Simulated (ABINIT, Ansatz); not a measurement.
# MgPbSe3 (Pm-3m): zone-centre phonons, part 3 of 5

Which modes does MgPbSe3 (Pm-3m) have at the zone centre?

ABINIT 10.8.3; DFT LDA, scalar-relativistic, plane waves, HGH norm-conserving pseudopotentials.

So far. Step 2 (Relaxing the cell and atoms): The volume changes by -0.8 % from the cell with which this run began. Step 4 (Linear response at Γ): The acoustic modes at Γ come out as far as 0.9 cm⁻¹ from zero, where they should vanish, a small numerical error. The lowest optical mode is imaginary, 155i cm⁻¹, an instability at this level and on this k mesh. The relaxed cell has a = 5.286 Å (conventional setting).

The structure was built from a prototype and need not be the compound's stable phase.

## 5. Zone-centre analysis

anaddb reads the merged derivatives and imposes the acoustic sum rule.

Contents of anaddb.abi:

```
ddb_filepath "gamma_DDB"
output_file "anaddb.abo"
outdata_prefix "anaddb"
asr 1
chneut 1
enunit 2
eivec 1
nph1l 1
qph1l 0.0 0.0 0.0 1.0
```

Contents of mrgddb.in:

```
gamma_DDB
merged
2
dfpt_gammao_DDB
gso_DDB
```

On the command line:

```
$ mrgddb < mrgddb.in > mrgddb.log
$ OMP_NUM_THREADS=1 anaddb anaddb.abi > anaddb.log
```

anaddb.abo, the main output file:

```text
-outvars_anaddb: echo values of input variables ----------------------

 Miscellaneous information :
      enunit         2
       eivec         1
         asr         1
 First list of wavevector (reduced coord.) :
       nph1l         1
       qph1l
                     0.00000000E+00  0.00000000E+00  0.00000000E+00    1.000E+00

================================================================================

 read the DDB information and perform some checks

  ==== Info on the Cryst% object ====
 Real(R)+Recip(G) space primitive vectors, cartesian coordinates (Bohr,Bohr^-1):
 R(1)=  9.9884565  0.0000000  0.0000000  G(1)=  0.1001156  0.0000000  0.0000000
 R(2)=  0.0000000  9.9884565  0.0000000  G(2)=  0.0000000  0.1001156  0.0000000
 R(3)=  0.0000000  0.0000000  9.9884565  G(3)=  0.0000000  0.0000000  0.1001156
 Unit cell volume ucvol=  9.9654093E+02 bohr^3
 Angles (23,13,12)=  9.00000000E+01  9.00000000E+01  9.00000000E+01 degrees
 Time-reversal symmetry is present
 Reduced atomic positions [iatom, xred, symbol]:
    1)    0.0000000  0.0000000  0.0000000  Mg
    2)    0.5000000  0.5000000  0.5000000  Pb
    3)    0.5000000  0.5000000  0.0000000  Se
    4)    0.5000000  0.0000000  0.5000000  Se
    5)    0.0000000  0.5000000  0.5000000  Se

 DDB file with 3 blocks has been read.

================================================================================

 Treat the first list of vectors

  Phonon wavevector (reduced coordinates) :  0.00000  0.00000  0.00000
 Phonon energies in Hartree :
  -7.047771E-04 -7.047771E-04 -7.047771E-04 -4.303410E-04 -4.303410E-04
  -4.303410E-04 -2.213855E-04 -2.213855E-04 -2.213855E-04  0.000000E+00
   0.000000E+00  0.000000E+00  9.505192E-04  9.505192E-04  9.505192E-04
 Phonon energies in meV     :
- -1.917796E+01 -1.917796E+01 -1.917796E+01 -1.171017E+01 -1.171017E+01
- -1.171017E+01 -6.024208E+00 -6.024208E+00 -6.024208E+00  0.000000E+00
-  0.000000E+00  0.000000E+00  2.586494E+01  2.586494E+01  2.586494E+01
 Phonon frequencies in cm-1    :
- -1.546807E+02 -1.546807E+02 -1.546807E+02 -9.444892E+01 -9.444892E+01
- -9.444892E+01 -4.858851E+01 -4.858851E+01 -4.858851E+01  0.000000E+00
-  0.000000E+00  0.000000E+00  2.086148E+02  2.086148E+02  2.086148E+02
 Phonon frequencies in Thz     :
- -4.637211E+00 -4.637211E+00 -4.637211E+00 -2.831507E+00 -2.831507E+00
- -2.831507E+00 -1.456647E+00 -1.456647E+00 -1.456647E+00  0.000000E+00
-  0.000000E+00  0.000000E+00  6.254116E+00  6.254116E+00  6.254116E+00
 Phonon energies in Kelvin  :
- -2.225510E+02 -2.225510E+02 -2.225510E+02 -1.358909E+02 -1.358909E+02
- -1.358909E+02 -6.990803E+01 -6.990803E+01 -6.990803E+01  0.000000E+00
-  0.000000E+00  0.000000E+00  3.001502E+02  3.001502E+02  3.001502E+02

 Eigendisplacements
 (will be given, for each mode : in cartesian coordinates
   for each atom the real part of the displacement vector,
   then the imaginary part of the displacement vector - absolute values smaller than 1.0d-7 are set to zero)
  Mode number    1   Energy   -7.047771E-04
 Attention : low frequency mode.
   (Could be unstable or acoustic mode)
-  1  0.00000000E+00  0.00000000E+00  4.27925615E-03
-     0.00000000E+00  0.00000000E+00  0.00000000E+00
-  2  0.00000000E+00  0.00000000E+00  1.10190874E-04
-     0.00000000E+00  0.00000000E+00  0.00000000E+00
-  3  0.00000000E+00  0.00000000E+00 -7.02367606E-06
-     0.00000000E+00  0.00000000E+00  0.00000000E+00
-  4  0.00000000E+00  0.00000000E+00 -7.99673104E-04
-     0.00000000E+00  0.00000000E+00  0.00000000E+00
-  5  0.00000000E+00  0.00000000E+00 -7.99673104E-04
-     0.00000000E+00  0.00000000E+00  0.00000000E+00
  Mode number    2   Energy   -7.047771E-04
 Attention : low frequency mode.
   (Could be unstable or acoustic mode)
-  1  0.00000000E+00 -4.27925615E-03  0.00000000E+00
-     0.00000000E+00  0.00000000E+00  0.00000000E+00
-  2  0.00000000E+00 -1.10190874E-04  0.00000000E+00
-     0.00000000E+00  0.00000000E+00  0.00000000E+00
-  3  0.00000000E+00  7.99673104E-04  0.00000000E+00
-     0.00000000E+00  0.00000000E+00  0.00000000E+00
-  4  0.00000000E+00  7.02367606E-06  0.00000000E+00
-     0.00000000E+00  0.00000000E+00  0.00000000E+00
-  5  0.00000000E+00  7.99673104E-04  0.00000000E+00
-     0.00000000E+00  0.00000000E+00  0.00000000E+00
  Mode number    3   Energy   -7.047771E-04
 Attention : low frequency mode.
   (Could be unstable or acoustic mode)
-  1  4.27925615E-03  0.00000000E+00  0.00000000E+00
-     0.00000000E+00  0.00000000E+00  0.00000000E+00
-  2  1.10190874E-04  0.00000000E+00  0.00000000E+00
-     0.00000000E+00  0.00000000E+00  0.00000000E+00
-  3 -7.99673104E-04  0.00000000E+00  0.00000000E+00
-     0.00000000E+00  0.00000000E+00  0.00000000E+00
-  4 -7.99673104E-04  0.00000000E+00  0.00000000E+00
-     0.00000000E+00  0.00000000E+00  0.00000000E+00
-  5 -7.02367606E-06  0.00000000E+00  0.00000000E+00
-     0.00000000E+00  0.00000000E+00  0.00000000E+00
  Mode number    4   Energy   -4.303410E-04
 Attention : low frequency mode.
   (Could be unstable or acoustic mode)
-  1  0.00000000E+00  0.00000000E+00  0.00000000E+00
-     0.00000000E+00  0.00000000E+00  0.00000000E+00
-  2  0.00000000E+00  0.00000000E+00  0.00000000E+00
-     0.00000000E+00  0.00000000E+00  0.00000000E+00
-  3  0.00000000E+00  0.00000000E+00  0.00000000E+00
-     0.00000000E+00  0.00000000E+00  0.00000000E+00
-  4  0.00000000E+00  0.00000000E+00 -1.86380890E-03
-     0.00000000E+00  0.00000000E+00  0.00000000E+00
-  5  0.00000000E+00  0.00000000E+00  1.86380890E-03
-     0.00000000E+00  0.00000000E+00  0.00000000E+00
  Mode number    5   Energy   -4.303410E-04
 Attention : low frequency mode.
   (Could be unstable or acoustic mode)
-  1  0.00000000E+00  0.00000000E+00  0.00000000E+00
-     0.00000000E+00  0.00000000E+00  0.00000000E+00
-  2  0.00000000E+00  0.00000000E+00  0.00000000E+00
-     0.00000000E+00  0.00000000E+00  0.00000000E+00
-  3  0.00000000E+00 -1.86380890E-03  0.00000000E+00
-     0.00000000E+00  0.00000000E+00  0.00000000E+00
-  4  0.00000000E+00  0.00000000E+00  0.00000000E+00
-     0.00000000E+00  0.00000000E+00  0.00000000E+00
-  5  0.00000000E+00  1.86380890E-03  0.00000000E+00
-     0.00000000E+00  0.00000000E+00  0.00000000E+00
  Mode number    6   Energy   -4.303410E-04
 Attention : low frequency mode.
   (Could be unstable or acoustic mode)
-  1  0.00000000E+00  0.00000000E+00  0.00000000E+00
-     0.00000000E+00  0.00000000E+00  0.00000000E+00
-  2  0.00000000E+00  0.00000000E+00  0.00000000E+00
-     0.00000000E+00  0.00000000E+00  0.00000000E+00
-  3  1.86380890E-03  0.00000000E+00  0.00000000E+00
-     0.00000000E+00  0.00000000E+00  0.00000000E+00
-  4 -1.86380890E-03  0.00000000E+00  0.00000000E+00
-     0.00000000E+00  0.00000000E+00  0.00000000E+00
-  5  0.00000000E+00  0.00000000E+00  0.00000000E+00
-     0.00000000E+00  0.00000000E+00  0.00000000E+00
  Mode number    7   Energy   -2.213855E-04
 Attention : low frequency mode.
   (Could be unstable or acoustic mode)
-  1  0.00000000E+00  0.00000000E+00  1.75413612E-03
-     0.00000000E+00  0.00000000E+00  0.00000000E+00
-  2  0.00000000E+00  0.00000000E+00 -9.77983464E-04
-     0.00000000E+00  0.00000000E+00  0.00000000E+00
-  3  0.00000000E+00  0.00000000E+00 -5.13873038E-04
-     0.00000000E+00  0.00000000E+00  0.00000000E+00
-  4  0.00000000E+00  0.00000000E+00  1.27014214E-03
-     0.00000000E+00  0.00000000E+00  0.00000000E+00
-  5  0.00000000E+00  0.00000000E+00  1.27014214E-03
-     0.00000000E+00  0.00000000E+00  0.00000000E+00
  Mode number    8   Energy   -2.213855E-04
 Attention : low frequency mode.
   (Could be unstable or acoustic mode)
-  1  0.00000000E+00 -1.75413612E-03  0.00000000E+00
-     0.00000000E+00  0.00000000E+00  0.00000000E+00
-  2  0.00000000E+00  9.77983464E-04  0.00000000E+00
-     0.00000000E+00  0.00000000E+00  0.00000000E+00
-  3  0.00000000E+00 -1.27014214E-03  0.00000000E+00
-     0.00000000E+00  0.00000000E+00  0.00000000E+00
-  4  0.00000000E+00  5.13873038E-04  0.00000000E+00
-     0.00000000E+00  0.00000000E+00  0.00000000E+00
-  5  0.00000000E+00 -1.27014214E-03  0.00000000E+00
-     0.00000000E+00  0.00000000E+00  0.00000000E+00
  Mode number    9   Energy   -2.213855E-04
 Attention : low frequency mode.
   (Could be unstable or acoustic mode)
-  1  1.75413612E-03  0.00000000E+00  0.00000000E+00
-     0.00000000E+00  0.00000000E+00  0.00000000E+00
-  2 -9.77983464E-04  0.00000000E+00  0.00000000E+00
-     0.00000000E+00  0.00000000E+00  0.00000000E+00
-  3  1.27014214E-03  0.00000000E+00  0.00000000E+00
-     0.00000000E+00  0.00000000E+00  0.00000000E+00
-  4  1.27014214E-03  0.00000000E+00  0.00000000E+00
-     0.00000000E+00  0.00000000E+00  0.00000000E+00
-  5 -5.13873038E-04  0.00000000E+00  0.00000000E+00
-     0.00000000E+00  0.00000000E+00  0.00000000E+00
  Mode number   10   Energy    0.000000E+00
 Attention : low frequency mode.
   (Could be unstable or acoustic mode)
-  1  0.00000000E+00  0.00000000E+00 -1.08222275E-03
-     0.00000000E+00  0.00000000E+00  0.00000000E+00
-  2  0.00000000E+00  0.00000000E+00 -1.08223035E-03
-     0.00000000E+00  0.00000000E+00  0.00000000E+00
-  3  0.00000000E+00  0.00000000E+00 -1.08222838E-03
-     0.00000000E+00  0.00000000E+00  0.00000000E+00
-  4  0.00000000E+00  0.00000000E+00 -1.08222327E-03
-     0.00000000E+00  0.00000000E+00  0.00000000E+00
-  5  0.00000000E+00  0.00000000E+00 -1.08222327E-03
-     0.00000000E+00  0.00000000E+00  0.00000000E+00
  Mode number   11   Energy    0.000000E+00
 Attention : low frequency mode.
   (Could be unstable or acoustic mode)
-  1  0.00000000E+00 -1.08222275E-03  0.00000000E+00
-     0.00000000E+00  0.00000000E+00  0.00000000E+00
-  2  0.00000000E+00 -1.08223035E-03  0.00000000E+00
-     0.00000000E+00  0.00000000E+00  0.00000000E+00
-  3  0.00000000E+00 -1.08222327E-03  0.00000000E+00
-     0.00000000E+00  0.00000000E+00  0.00000000E+00
-  4  0.00000000E+00 -1.08222838E-03  0.00000000E+00
-     0.00000000E+00  0.00000000E+00  0.00000000E+00
-  5  0.00000000E+00 -1.08222327E-03  0.00000000E+00
-     0.00000000E+00  0.00000000E+00  0.00000000E+00
  Mode number   12   Energy    0.000000E+00
 Attention : low frequency mode.
   (Could be unstable or acoustic mode)
-  1  1.08222275E-03  0.00000000E+00  0.00000000E+00
-     0.00000000E+00  0.00000000E+00  0.00000000E+00
-  2  1.08223035E-03  0.00000000E+00  0.00000000E+00
-     0.00000000E+00  0.00000000E+00  0.00000000E+00
-  3  1.08222327E-03  0.00000000E+00  0.00000000E+00
-     0.00000000E+00  0.00000000E+00  0.00000000E+00
-  4  1.08222327E-03  0.00000000E+00  0.00000000E+00
-     0.00000000E+00  0.00000000E+00  0.00000000E+00
-  5  1.08222838E-03  0.00000000E+00  0.00000000E+00
-     0.00000000E+00  0.00000000E+00  0.00000000E+00
  Mode number   13   Energy    9.505192E-04
-  1  0.00000000E+00  0.00000000E+00 -1.02117433E-04
-     0.00000000E+00  0.00000000E+00  0.00000000E+00
-  2  0.00000000E+00  0.00000000E+00 -7.12579978E-04
-     0.00000000E+00  0.00000000E+00  0.00000000E+00
-  3  0.00000000E+00  0.00000000E+00  2.34781476E-03
-     0.00000000E+00  0.00000000E+00  0.00000000E+00
-  4  0.00000000E+00  0.00000000E+00 -2.23244865E-04
-     0.00000000E+00  0.00000000E+00  0.00000000E+00
-  5  0.00000000E+00  0.00000000E+00 -2.23244865E-04
-     0.00000000E+00  0.00000000E+00  0.00000000E+00
  Mode number   14   Energy    9.505192E-04
-  1  0.00000000E+00 -1.02117433E-04  0.00000000E+00
-     0.00000000E+00  0.00000000E+00  0.00000000E+00
-  2  0.00000000E+00 -7.12579978E-04  0.00000000E+00
-     0.00000000E+00  0.00000000E+00  0.00000000E+00
-  3  0.00000000E+00 -2.23244865E-04  0.00000000E+00
-     0.00000000E+00  0.00000000E+00  0.00000000E+00
-  4  0.00000000E+00  2.34781476E-03  0.00000000E+00
-     0.00000000E+00  0.00000000E+00  0.00000000E+00
-  5  0.00000000E+00 -2.23244865E-04  0.00000000E+00
-     0.00000000E+00  0.00000000E+00  0.00000000E+00
  Mode number   15   Energy    9.505192E-04
-  1  1.02117433E-04  0.00000000E+00  0.00000000E+00
-     0.00000000E+00  0.00000000E+00  0.00000000E+00
-  2  7.12579978E-04  0.00000000E+00  0.00000000E+00
-     0.00000000E+00  0.00000000E+00  0.00000000E+00
-  3  2.23244865E-04  0.00000000E+00  0.00000000E+00
-     0.00000000E+00  0.00000000E+00  0.00000000E+00
-  4  2.23244865E-04  0.00000000E+00  0.00000000E+00
-     0.00000000E+00  0.00000000E+00  0.00000000E+00
-  5 -2.34781476E-03  0.00000000E+00  0.00000000E+00
-     0.00000000E+00  0.00000000E+00  0.00000000E+00

 Analysis of degeneracies and characters (maximum tolerance=1.00E-06 a.u.)
 For each vibration mode, or group of modes if degenerate,
 the characters are given for each symmetry operation (see the list in the log file).
 Symmetry characters of vibration mode #   1
       degenerate with vibration modes #   2 to    3
  3.0 -3.0 -1.0  1.0 -1.0  1.0 -1.0  1.0  1.0 -1.0 -1.0  1.0  1.0 -1.0 -1.0  1.0
 -0.0  0.0 -0.0  0.0  0.0 -0.0  0.0 -0.0  1.0 -1.0 -1.0  1.0 -1.0  1.0  1.0 -1.0
 -0.0  0.0  0.0 -0.0  0.0 -0.0 -0.0  0.0  1.0 -1.0  1.0 -1.0 -1.0  1.0 -1.0  1.0
 Symmetry characters of vibration mode #   4
       degenerate with vibration modes #   5 to    6
  3.0 -3.0 -1.0  1.0 -1.0  1.0 -1.0  1.0 -1.0  1.0  1.0 -1.0 -1.0  1.0  1.0 -1.0
  0.0 -0.0  0.0 -0.0 -0.0  0.0 -0.0  0.0 -1.0  1.0  1.0 -1.0  1.0 -1.0 -1.0  1.0
  0.0 -0.0 -0.0  0.0 -0.0  0.0  0.0 -0.0 -1.0  1.0 -1.0  1.0  1.0 -1.0  1.0 -1.0
 Symmetry characters of vibration mode #   7
       degenerate with vibration modes #   8 to    9
  3.0 -3.0 -1.0  1.0 -1.0  1.0 -1.0  1.0  1.0 -1.0 -1.0  1.0  1.0 -1.0 -1.0  1.0
 -0.0  0.0 -0.0  0.0 -0.0  0.0  0.0 -0.0  1.0 -1.0 -1.0  1.0 -1.0  1.0  1.0 -1.0
 -0.0  0.0 -0.0  0.0  0.0 -0.0 -0.0  0.0  1.0 -1.0  1.0 -1.0 -1.0  1.0 -1.0  1.0
 Symmetry characters of vibration mode #  10
       degenerate with vibration modes #  11 to   12
  3.0 -3.0 -1.0  1.0 -1.0  1.0 -1.0  1.0  1.0 -1.0 -1.0  1.0  1.0 -1.0 -1.0  1.0
 -0.0  0.0 -0.0  0.0  0.0 -0.0  0.0 -0.0  1.0 -1.0 -1.0  1.0 -1.0  1.0  1.0 -1.0
 -0.0  0.0  0.0 -0.0  0.0 -0.0 -0.0  0.0  1.0 -1.0  1.0 -1.0 -1.0  1.0 -1.0  1.0
 Symmetry characters of vibration mode #  13
       degenerate with vibration modes #  14 to   15
  3.0 -3.0 -1.0  1.0 -1.0  1.0 -1.0  1.0  1.0 -1.0 -1.0  1.0  1.0 -1.0 -1.0  1.0
  0.0 -0.0 -0.0  0.0 -0.0  0.0  0.0 -0.0  1.0 -1.0 -1.0  1.0 -1.0  1.0  1.0 -1.0
  0.0 -0.0 -0.0  0.0  0.0 -0.0 -0.0  0.0  1.0 -1.0  1.0 -1.0 -1.0  1.0 -1.0  1.0
-
```

The job ended after 0.5 s (1 thread of Arm Neoverse V1, shared host).

No LO-TO term; unit eigenvectors of the mass-weighted matrix, from anaddb's displacements. The modes at Γ (shares of kinetic energy by element, %) (negative means imaginary):

| mode | frequency (cm⁻¹) | symmetry | Mg % | Pb % | Se % |
| --- | --- | --- | --- | --- | --- |
| 1 | -154.7 | T1u | 81 | 0 | 18 |
| 2 | -154.7 | T1u | 81 | 0 | 18 |
| 3 | -154.7 | T1u | 81 | 0 | 18 |
| 4 | -94.4 | T2u | 0 | 0 | 100 |
| 5 | -94.4 | T2u | 0 | 0 | 100 |
| 6 | -94.4 | T2u | 0 | 0 | 100 |
| 7 | -48.6 | T1u | 14 | 36 | 50 |
| 8 | -48.6 | T1u | 14 | 36 | 50 |
| 9 | -48.6 | T1u | 14 | 36 | 50 |
| 10 | 0.0 | acoustic | 5 | 44 | 51 |
| 11 | 0.0 | acoustic | 5 | 44 | 51 |
| 12 | 0.0 | acoustic | 5 | 44 | 51 |
| 13 | 208.6 | T1u | 0 | 19 | 81 |
| 14 | 208.6 | T1u | 0 | 19 | 81 |
| 15 | 208.6 | T1u | 0 | 19 | 81 |

Displacements in mode 2 (-154.7 cm⁻¹), the largest set to 1:
```
Mg1  0.00 -1.00  0.00
Pb2  0.00 -0.03  0.00
Se3  0.00  0.19  0.00
Se4  0.00  0.00  0.00
Se5  0.00  0.19  0.00
```

Displacements in mode 8 (-48.6 cm⁻¹), the largest set to 1:
```
Mg1  0.00 -1.00  0.00
Pb2  0.00  0.56  0.00
Se3  0.00 -0.72  0.00
Se4  0.00  0.29  0.00
Se5  0.00 -0.72  0.00
```

The rule moves no optical mode by more than 0.1 cm⁻¹.

[end of part 3 of 5]

[Host names and launcher messages were left out of these logs when they were recorded.]

[Logs are printed without paths, hosts, clocks, repeated set-up lines and the standing remarks that a program may print on its own settings, such as how far it seeks lower states.]

[Hosts, paths, dates, database ids (printed as entryN), source tags and the programs' standing remarks are cut or masked in the printed files.]
